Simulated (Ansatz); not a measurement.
**Si3N4 (P6_3/m): G0W0 under other settings**

A base run on Si3N4 (P6_3/m), then changed inputs.

Method: G0W0 on PBE, plane waves, PAW; PAW set soft_1, in Ansatz 0.2.0.

### Step 1. Starting point

Symmetry: P6_3/m, No. 176, hexagonal system. Conventional cell: a = 7.604 Å, b = 7.604 Å, c = 2.906 Å, α = 90.00°, β = 90.00°, γ = 120.00°. Si has 4 N at 1.73 to 1.74 Å nearest. N has 3 Si at 1.74 Å nearest. Nearest to N lie 3 Si at 1.73 Å. Farther neighbours and most contacts between anions are not listed.

Structure file:

```xyz
14
Lattice="7.6044 0.0000 0.0000 -3.8022 6.5856 0.0000 0.0000 0.0000 2.9063" Properties=species:S:1:pos:R:3 pbc="T T T"
Si    5.1801    1.1496    0.7266
Si    1.5945    5.0609    2.1797
Si    4.0188    3.9113    0.7266
Si   -1.3779    5.4360    2.1797
Si    2.2077    1.5247    0.7266
Si   -0.2166    2.6743    2.1797
N    -1.0237    2.1748    0.7266
N     5.2091    0.2009    2.1797
N     2.4306    4.6116    0.7266
N     4.8259    4.4108    2.1797
N    -1.4069    6.3847    0.7266
N     1.3716    1.9740    2.1797
N     3.8022    2.1952    0.7266
N     0.0000    4.3904    2.1797
```

The cell and positions come from the Crystallography Open Database and are kept as given unless a step says otherwise.

### Step 2. The base run: 3×3×4 mesh, 330 empty bands, screening to 100 eV, PAW set soft_1 files

Now the one-shot GW correction: screening in the RPA, then the self-energy of the levels asked for. This step takes PAW set soft_1 files.

The input, input.yaml:

```yaml
crystal:
  lattice:
    - [7.6044, 0.0, 0.0]
    - [-3.8022, 6.5856035805, 0.0]
    - [0.0, 0.0, 2.9063]
  atoms:
    - { symbol: Si, position: [0.768477, 0.174557, 0.25] }
    - { symbol: Si, position: [0.59392, 0.768477, 0.75] }
    - { symbol: Si, position: [0.825443, 0.59392, 0.25] }
    - { symbol: Si, position: [0.231523, 0.825443, 0.75] }
    - { symbol: Si, position: [0.40608, 0.231523, 0.25] }
    - { symbol: Si, position: [0.174557, 0.40608, 0.75] }
    - { symbol: "N", position: [0.0305, 0.33024, 0.25] }
    - { symbol: "N", position: [0.70026, 0.0305, 0.75] }
    - { symbol: "N", position: [0.66976, 0.70026, 0.25] }
    - { symbol: "N", position: [0.9695, 0.66976, 0.75] }
    - { symbol: "N", position: [0.29974, 0.9695, 0.25] }
    - { symbol: "N", position: [0.33024, 0.29974, 0.75] }
    - { symbol: "N", position: [0.6666666667, 0.3333333333, 0.25] }
    - { symbol: "N", position: [0.3333333333, 0.6666666667, 0.75] }
kpoints:
  mp_grid: { grid: [3, 3, 4] }
hamiltonian:
  xc: pbe
  pseudopotentials: { kind: paw, azcp: { folder: soft_1 } }
scf:
  occupations: { method: fixed }
gw:
  n_empty_bands: 330
  ecut_chi: 100
  qp_bands: [v4, c4]
  qp_kpoints: band_edges
  screening: { model: contour_deformation }
```

Started as:

```bash
$ ansatz run input.yaml --threads 3 --pin off --max-ram 92160MiB --backend cuda --events-out ev --progress --plain --runs-dir out --devices 1 --max-vram 13GiB
```

Numbers of over 12 decimals in the logs are rounded to 6 here.

The log of the run:

```text
GPUs: using 1 of 1 available (devices: 1).
Engine: ansatz 0.2.0, x86_64-unknown-linux-gnu
Pseudopotentials: kind: paw
Pseudopotential: Si, paw, valence charge 4, recommended cutoff 420 eV (normal), soft_1/Si.paw.azcp
Pseudopotential: N, paw, valence charge 5, recommended cutoff 420 eV (normal), soft_1/N.paw.azcp
Functional definition: PBE
  parameter kappa = 0.804
  parameter beta = 0.066725
  exchange = pbe_x(kappa = kappa, mu = beta*pi^2/3)
  correlation = pbe_c(beta = beta)
device memory: the entry about to start is reckoned to put 2.4 GiB on a device that reports 46.1 GiB free (of which the cap on the GPU budget leaves the run 13.0 GiB)
GPU FFT provider: cuFFT
GPU libraries: cuBLAS 13.8.2, cuFFT 12.4.0, cuSOLVER 12.3.4
Crystal: 14 atoms, lattice volume = 145.546 Å³
Basis set: ecut = 420 eV, 2823 PW (Γ)
Bands: 46, of which v1, the nominal top of the filled ones, is band 32 counted from 1 (31 counted from 0)
Symmetry: 12 space group operations
Space group: P63/m (ITA 176), of the structure as read, at distance tolerance 5.3e-5 Å
k-points: 9 of 36
Non-local potential: Si, projectors of the file, l = 0: 2, l = 1: 2, l = 2: 1
Non-local potential: N, projectors of the file, l = 0: 2, l = 1: 2, l = 2: 1
PAW form: soft (Blöchl's): semilocal exchange-correlation on the pseudo side does not see the compensation charge
PAW one-centre angular grid: Si, 110 points (default); XC on 64 Gauss nodes
PAW one-centre angular grid: N, 110 points (default); XC on 64 Gauss nodes
Initial density: superposition of atomic densities (chi_scale 0.1, normalization cell, long waves kept (reshape's long-wave potential 0.02 eV rms))
Initial wavefunctions: pseudopotential atomic-orbital guess
GPU buffer pool allocated for 58320 grid points (all kernels)
GPU transforms: local potential and band sums: pruned to the plane-wave sphere, on 54×54×20
Functional: x = pbe(κ = 0.804, μ = 0.219515), c = pbe(β = 0.066725)
SCF iter   1: F=—  HF=-6913.295268 eV  |F-HF|=—  |Δ(HF+E_count)|=         —  Δρ=1.57e-1  dr2=3.74e1  ethr=3.10e-3  ⟨swp⟩=5.0  Hψ=1621  notcnv=0  defer=98
preconditioner: auto → Resta (q_TF=auto, 2.379 Å⁻¹)  ε∞=3.5  [insulator: Δε(μ)=6.053 eV  Ē_g=15.568 eV  n_scr=32 (ndim 8)  ℏωp=24.6 eV  f_vac=0.009  ε∞_Penn≈3.5]
SCF iter   2: F=—  HF=-6901.987923 eV  |F-HF|=—  |Δ(HF+E_count)|=    1.13e1  Δρ=4.97e-2  dr2=2.09e0  ethr=3.10e-3  ⟨swp⟩=3.6  Hψ=1110  notcnv=0  defer=94
SCF iter   3: F=—  HF=-6901.729278 eV  |F-HF|=—  |Δ(HF+E_count)|=   2.59e-1  Δρ=2.50e-2  dr2=5.07e-1  ethr=3.10e-3  ⟨swp⟩=1.0  Hψ=457  notcnv=0  defer=84
SCF iter   4: F=—  HF=-6901.713723 eV  |F-HF|=—  |Δ(HF+E_count)|=   1.56e-2  Δρ=2.19e-3  dr2=8.48e-3  ethr=7.92e-4  ⟨swp⟩=2.1  Hψ=396  notcnv=0  defer=104
[...]
E_xc         = -828.776731
  E_vxc        = -908.733567  (∫ρ·V_xc dr)
  E_paw        = -4099.010523  (= ΣΔE_a)
  E_vpaw       = -177.496320  (= ΣTr[D̂ρ^β])
  E_aug_tail   = 0.007446  (compensation charges beyond the density's cutoff)
  E_ewald      = -2404.952369
  E_smearing   = -0.000000  (= −TS)
  E_closure    = 0.000000  (closes the sum)
  Σ components = -6901.721101   (vs F -6901.721101, Δ=0.00e0)
--- Band table (eV; the first three rows and the last of 9) ---
  k-point 0: bands = [... 28 lower, 7.0100, 7.8383, 7.8965, 8.1033, 12.6213, 13.0378, 13.1921, 13.1921, ... 10 higher]
  k-point 1: bands = [... 28 lower, 6.7188, 6.9718, 6.9718, 8.2269, 13.9994, 13.9994, 14.8659, 15.0404, ... 10 higher]
  k-point 2: bands = [... 28 lower, 6.6665, 6.6665, 6.9516, 6.9516, 13.0170, 13.0170, 13.0170, 13.0170, ... 10 higher]
  k-point 8: bands = [... 28 lower, 6.8897, 6.8897, 7.1799, 7.1799, 13.3302, 13.3302, 14.1461, 14.1461, ... 10 higher]
--- G₀W₀: contour deformation, 5 samples at zero and on the imaginary axis and 1 off it, 36 q-points, 330 empty bands' worth ---
  eigenvalues of the whole cell's RPA ε∞ on this k-mesh (on a slab, of 1 + 4πα/V) = 4.0224, 4.0224, 4.2991; static W/v taken at q = 0 is 0.238703
  bands read: the sum over 362 bands ends inside a degenerate multiplet in 1 slot, whose members it reads at an even weight; the widest, k=7: bands 362 to 363 (counted from 1) at 1/2 each
  gw.qp_kpoints: band_edges: 8 of 9 stored k-points solved, in 1 pass; an edge of the gap read off the rows below is read off those points alone
    valence top: of the k-points left out ik 7 came nearest to being solved in a further pass, in band 32 (counted from 1, as in the quasiparticle table): it holds the edge there only if its correction is more favourable than any solved in that band by at least 0.789 eV; those differ by 0.208 eV
    conduction bottom: of the k-points left out ik 7 came nearest to being solved in a further pass, in band 33 (counted from 1, as in the quasiparticle table): it holds the edge there only if its correction is more favourable than any solved in that band by at least 0.862 eV; those differ by 0.184 eV
    ik  band        ε_KS         Σx   Σc(E_QP)       V_xc       Z   E_QP_lin       E_QP  E_QP is
     0    29      7.0100   -21.5623     3.3717   -17.4010  0.7958     6.2153     6.2204  root
     0    30      7.8383   -21.6516     3.4923   -17.4036  0.7916     7.0777     7.0825  root
     0    31      7.8965   -21.7688     3.3618   -17.6903  0.7929     7.1757     7.1798  root
     0    32      8.1033   -21.8963     3.4907   -17.6882  0.7923     7.3817     7.3859  root
     0    33     12.6213    -7.1588    -4.4140   -12.4840  0.8340    13.5380    13.5325  root
     0    34     13.0378    -8.5278    -4.0934   -13.4080  0.8308    13.8285    13.8245  root
     0    35     13.1921    -8.1400    -4.4319   -13.5837  0.8272    14.2111    14.2039  root
     0    36     13.1921    -8.1400    -4.4319   -13.5837  0.8272    14.2111    14.2039  root
[...]
8    33     13.3302    -7.9342    -4.3906   -13.2611  0.8291    14.2725    14.2666  root
     8    34     13.3302    -7.9342    -4.3906   -13.2611  0.8291    14.2725    14.2666  root
     8    35     14.1461    -6.9042    -4.3728   -12.1180  0.8305    14.9920    14.9870  root
     8    36     14.1461    -6.9042    -4.3728   -12.1180  0.8305    14.9920    14.9870  root
[key lines of the parts left out:]
SCF converged after 9 iterations
Free energy (F): -6901.721101 eV
Fermi energy:    8.226900 eV
```

The job ended after 17 s (1 × NVIDIA H100 80GB HBM3 (shared by 6 runs) with 3 threads of AMD EPYC 7R13 (Zen 3), shared host; peak memory 1.3 GiB; 23 s of CPU time).

Reading the cycles: dr2 is the Hartree energy of the density residual (eV), the measure of convergence; HF is the Harris–Foulkes estimate of the energy, which meets the free energy F at convergence.

This step gave:

```
bands summed                                 : 362
RPA ε∞ on this mesh (eigenvalues)            : 4.022, 4.022, 4.299
plane waves in the screening matrix          : 341
q-points in the mesh                         : 36
G0W0 gap on the mesh                         : 5.982 eV
k of the valence top                         : 0, 0, 0.25
k of the conduction bottom                   : 0, 0, 0
starting gap on the mesh                     : 4.394 eV
Z at the valence top                         : 0.7944
Z at the conduction bottom                   : 0.8340
least direct G0W0 gap on the computed points : 6.147 eV
```

The gap on the mesh goes from 4.39 eV to 5.98 eV, a correction of +1.59 eV. Between the two edge states, bare exchange in place of the xc potential would open the gap by 9.35 eV, and correlation takes back 7.76 eV.

### Step 3. Variant: fewer bands

Changes to input.yaml since step 2:

```diff
@@ -28,3 +28,3 @@
 gw:
-  n_empty_bands: 330
+  n_empty_bands: 110
   ecut_chi: 100
```

The log of the run:

```text
GPUs: using 1 of 1 available (devices: 1).
[...]
GPU FFT provider: cuFFT
GPU libraries: cuBLAS 13.8.2, cuFFT 12.4.0, cuSOLVER 12.3.4
Crystal: 14 atoms, lattice volume = 145.546 Å³
Basis set: ecut = 420 eV, 2823 PW (Γ)
Bands: 46, of which v1, the nominal top of the filled ones, is band 32 counted from 1 (31 counted from 0)
Symmetry: 12 space group operations
[...]
k-points: 9 of 36
[...]
GPU buffer pool allocated for 58320 grid points (all kernels)
[...]
SCF iter   1: F=—  HF=-6913.295268 eV  |F-HF|=—  |Δ(HF+E_count)|=         —  Δρ=1.57e-1  dr2=3.74e1  ethr=3.10e-3  ⟨swp⟩=5.0  Hψ=1621  notcnv=0  defer=98
[...]
SCF iter   9: F=-6901.721101 eV  HF=-6901.721101 eV  |F-HF|=2.17e-8  |Δ(HF+E_count)|=   1.59e-6  Δρ=2.76e-6  dr2=1.00e-8  ethr=1.56e-10  ⟨swp⟩=15.8  Hψ=2430  notcnv=0
SCF 1 converged in 9 iterations: F = -6901.721101 eV  dr2 = 1.00e-8
[...]
NSCF: frozen V_eff on 9 k-points
[...]
G₀W₀ screening: q 1/9
[... further progress lines ...]
[...]
SCF converged after 9 iterations
Free energy (F): -6901.721101 eV
[...]
Internal energy: -6901.721101 eV  (E = F + TS)
E sigma→0 (E₀):  -6901.721101 eV
Fermi energy:    8.226900 eV
[...]
--- Band table (eV; the first three rows and the last of 9) ---
  k-point 0: bands = [... 28 lower, 7.0100, 7.8383, 7.8965, 8.1033, 12.6213, 13.0378, 13.1921, 13.1921, ... 10 higher]
  k-point 1: bands = [... 28 lower, 6.7188, 6.9718, 6.9718, 8.2269, 13.9994, 13.9994, 14.8659, 15.0404, ... 10 higher]
  k-point 2: bands = [... 28 lower, 6.6665, 6.6665, 6.9516, 6.9516, 13.0170, 13.0170, 13.0170, 13.0170, ... 10 higher]
  k-point 8: bands = [... 28 lower, 6.8897, 6.8897, 7.1799, 7.1799, 13.3302, 13.3302, 14.1461, 14.1461, ... 10 higher]
[...]
0    29      7.0100   -21.5623     3.7761   -17.4010  0.7984     6.6236     6.6248  root
     0    30      7.8383   -21.6516     3.9242   -17.4036  0.7944     7.5136     7.5144  root
     0    31      7.8965   -21.7688     3.7981   -17.6903  0.7957     7.6155     7.6161  root
     0    32      8.1033   -21.8963     3.9320   -17.6882  0.7951     7.8266     7.8272  root
     0    33     12.6213    -7.1588    -4.0119   -12.4840  0.8370    13.9464    13.9346  root
     0    34     13.0378    -8.5278    -3.7784   -13.4080  0.8323    14.1476    14.1396  root
     0    35     13.1921    -8.1400    -4.0209   -13.5837  0.8301    14.6295    14.6149  root
     0    36     13.1921    -8.1400    -4.0209   -13.5837  0.8301    14.6295    14.6149  root
[...]
8    33     13.3302    -7.9342    -3.9776   -13.2611  0.8320    14.6923    14.6796  root
     8    34     13.3302    -7.9342    -3.9776   -13.2611  0.8320    14.6923    14.6796  root
     8    35     14.1461    -6.9042    -3.9615   -12.1180  0.8335    15.4098    15.3983  root
     8    36     14.1461    -6.9042    -3.9615   -12.1180  0.8335    15.4098    15.3983  root
```

Elapsed: 15 s, on 1 × NVIDIA H100 80GB HBM3 (shared by 6 runs) with 3 threads; peak memory 1.2 GiB; 11 s of CPU time.

Against the base:

| setting | base | variant |
| --- | --- | --- |
| empty bands | 330 | 110 |

| quantity | variant | base |
| --- | --- | --- |
| starting gap on the mesh | 4.394 | 4.394 |
| G0W0 gap on the mesh | 5.938 | 5.982 |
| least direct G0W0 gap on the computed points | 6.107 | 6.147 |
| Z at the valence top | 0.797 | 0.794 |
| Z at the conduction bottom | 0.837 | 0.834 |

### Step 4. Variant: wider window of levels

Changes to input.yaml since step 3:

```diff
@@ -28,6 +28,6 @@
 gw:
-  n_empty_bands: 110
+  n_empty_bands: 330
   ecut_chi: 100
-  qp_bands: [v4, c4]
-  qp_kpoints: band_edges
+  qp_bands: [v8, c4]
+  qp_kpoints: [[0, 0, 0]]
   screening: { model: contour_deformation }
```

The log of the run:

```text
GPUs: using 1 of 1 available (devices: 1).
[...]
GPU FFT provider: cuFFT
GPU libraries: cuBLAS 13.8.2, cuFFT 12.4.0, cuSOLVER 12.3.4
Crystal: 14 atoms, lattice volume = 145.546 Å³
Basis set: ecut = 420 eV, 2823 PW (Γ)
Bands: 46, of which v1, the nominal top of the filled ones, is band 32 counted from 1 (31 counted from 0)
Symmetry: 12 space group operations
[...]
k-points: 9 of 36
[...]
GPU buffer pool allocated for 58320 grid points (all kernels)
[...]
SCF iter   1: F=—  HF=-6913.295268 eV  |F-HF|=—  |Δ(HF+E_count)|=         —  Δρ=1.57e-1  dr2=3.74e1  ethr=3.10e-3  ⟨swp⟩=5.0  Hψ=1621  notcnv=0  defer=98
[...]
SCF iter   9: F=-6901.721101 eV  HF=-6901.721101 eV  |F-HF|=2.17e-8  |Δ(HF+E_count)|=   1.59e-6  Δρ=2.76e-6  dr2=1.00e-8  ethr=1.56e-10  ⟨swp⟩=15.8  Hψ=2430  notcnv=0
SCF 1 converged in 9 iterations: F = -6901.721101 eV  dr2 = 1.00e-8
[...]
G₀W₀ screening: q 1/9
[... further progress lines ...]
[...]
SCF converged after 9 iterations
Free energy (F): -6901.721101 eV
[...]
Internal energy: -6901.721101 eV  (E = F + TS)
E sigma→0 (E₀):  -6901.721101 eV
Fermi energy:    8.226900 eV
[...]
--- Band table (eV; the first three rows and the last of 9) ---
  k-point 0: bands = [... 28 lower, 7.0100, 7.8383, 7.8965, 8.1033, 12.6213, 13.0378, 13.1921, 13.1921, ... 10 higher]
  k-point 1: bands = [... 28 lower, 6.7188, 6.9718, 6.9718, 8.2269, 13.9994, 13.9994, 14.8659, 15.0404, ... 10 higher]
  k-point 2: bands = [... 28 lower, 6.6665, 6.6665, 6.9516, 6.9516, 13.0170, 13.0170, 13.0170, 13.0170, ... 10 higher]
  k-point 8: bands = [... 28 lower, 6.8897, 6.8897, 7.1799, 7.1799, 13.3302, 13.3302, 14.1461, 14.1461, ... 10 higher]
[...]
0    25      5.5083   -22.7836     3.5526   -18.3981  0.7957     4.6697     4.6755  root
     0    26      6.7533   -21.5930     3.4116   -17.3859  0.7950     5.9525     5.9578  root
     0    27      6.7533   -21.5930     3.4116   -17.3859  0.7950     5.9525     5.9578  root
     0    28      7.0100   -21.5623     3.3717   -17.4010  0.7958     6.2153     6.2204  root
     0    29      7.0100   -21.5623     3.3717   -17.4010  0.7958     6.2153     6.2204  root
     0    30      7.8383   -21.6516     3.4923   -17.4036  0.7916     7.0777     7.0825  root
     0    31      7.8965   -21.7688     3.3618   -17.6903  0.7929     7.1757     7.1798  root
     0    32      8.1033   -21.8963     3.4907   -17.6882  0.7923     7.3817     7.3859  root
     0    33     12.6213    -7.1588    -4.4140   -12.4840  0.8340    13.5380    13.5325  root
     0    34     13.0378    -8.5278    -4.0934   -13.4080  0.8308    13.8285    13.8245  root
     0    35     13.1921    -8.1400    -4.4319   -13.5837  0.8272    14.2111    14.2039  root
     0    36     13.1921    -8.1400    -4.4319   -13.5837  0.8272    14.2111    14.2039  root
```

Elapsed: 15 s, on 1 × NVIDIA H100 80GB HBM3 (shared by 6 runs) with 3 threads; peak memory 1.2 GiB; 16 s of CPU time.

Absolute levels on the run's own zero. QP, by row:

| k index | band | KS (eV) | Sigma_x (eV) | Sigma_c (eV) | Vxc (eV) | Z | QP linearised (eV) | QP (eV) | source | doubts |
| --- | --- | --- | --- | --- | --- | --- | --- | --- | --- | --- |
| 0 | 25 | 5.508 | -22.78 | 3.553 | -18.4 | 0.7957 | 4.67 | 4.676 | root |  |
| 0 | 26 | 6.753 | -21.59 | 3.412 | -17.39 | 0.795 | 5.952 | 5.958 | root |  |
| 0 | 27 | 6.753 | -21.59 | 3.412 | -17.39 | 0.795 | 5.952 | 5.958 | root |  |
| 0 | 28 | 7.01 | -21.56 | 3.372 | -17.4 | 0.7958 | 6.215 | 6.22 | root |  |
| 0 | 29 | 7.01 | -21.56 | 3.372 | -17.4 | 0.7958 | 6.215 | 6.22 | root |  |
| 0 | 30 | 7.838 | -21.65 | 3.492 | -17.4 | 0.7916 | 7.078 | 7.082 | root |  |
| 0 | 31 | 7.896 | -21.77 | 3.362 | -17.69 | 0.7929 | 7.176 | 7.18 | root |  |
| 0 | 32 | 8.103 | -21.9 | 3.491 | -17.69 | 0.7923 | 7.382 | 7.386 | root |  |
| 0 | 33 | 12.62 | -7.159 | -4.414 | -12.48 | 0.834 | 13.54 | 13.53 | root |  |
| 0 | 34 | 13.04 | -8.528 | -4.093 | -13.41 | 0.8308 | 13.83 | 13.82 | root |  |
| 0 | 35 | 13.19 | -8.14 | -4.432 | -13.58 | 0.8272 | 14.21 | 14.2 | root |  |
| 0 | 36 | 13.19 | -8.14 | -4.432 | -13.58 | 0.8272 | 14.21 | 14.2 | root |  |

Against the base:

| setting | base | variant |
| --- | --- | --- |
| levels asked | v4 to c4 | v8 to c4 |
| points asked | band edges | [[0, 0, 0]] |

### Step 5. Summary of results

```yaml
base: 5.98 eV, 17 s
fewer_bands: 5.94 eV, 15 s
wider_window_of_levels: direct gap at the listed points 6.15 eV, 15 s
```

What this shows: Fewer bands: the gap moves by −0.04 eV; such settings are too crude to quote. Wider window of levels: only the listed points were computed; the least direct gap there is 6.15 eV, with levels asked and points asked changed against the base. All runs here use a coarse mesh and modest cutoffs; they test settings and are not final values. The 3×3×4 mesh is coarse for this cell (its supercell is 12 Å along the shortest edge). The RPA ε∞ on it, from the PBE start, is 4.02 and 4.30; such meshes misread the long-range screening, most where the gap is narrow.

[Paths, hosts, dates, memory and timing lines, banners, echoed tables and standing remarks are left out of the program output.]

[Logs are printed without paths, hosts, clocks, repeated set-up lines and the standing remarks that a program may print on its own settings, such as how far it seeks lower states.]

[Runs of the session that timed out or met a known fault of the program may be left out.]

[Cells called generated may have been cut or substituted from an entry of the Crystallography Open Database or the Materials Project.]

[Hosts, paths, dates, database ids (printed as entryN), source tags and the programs' standing remarks are cut or masked in the printed files.]
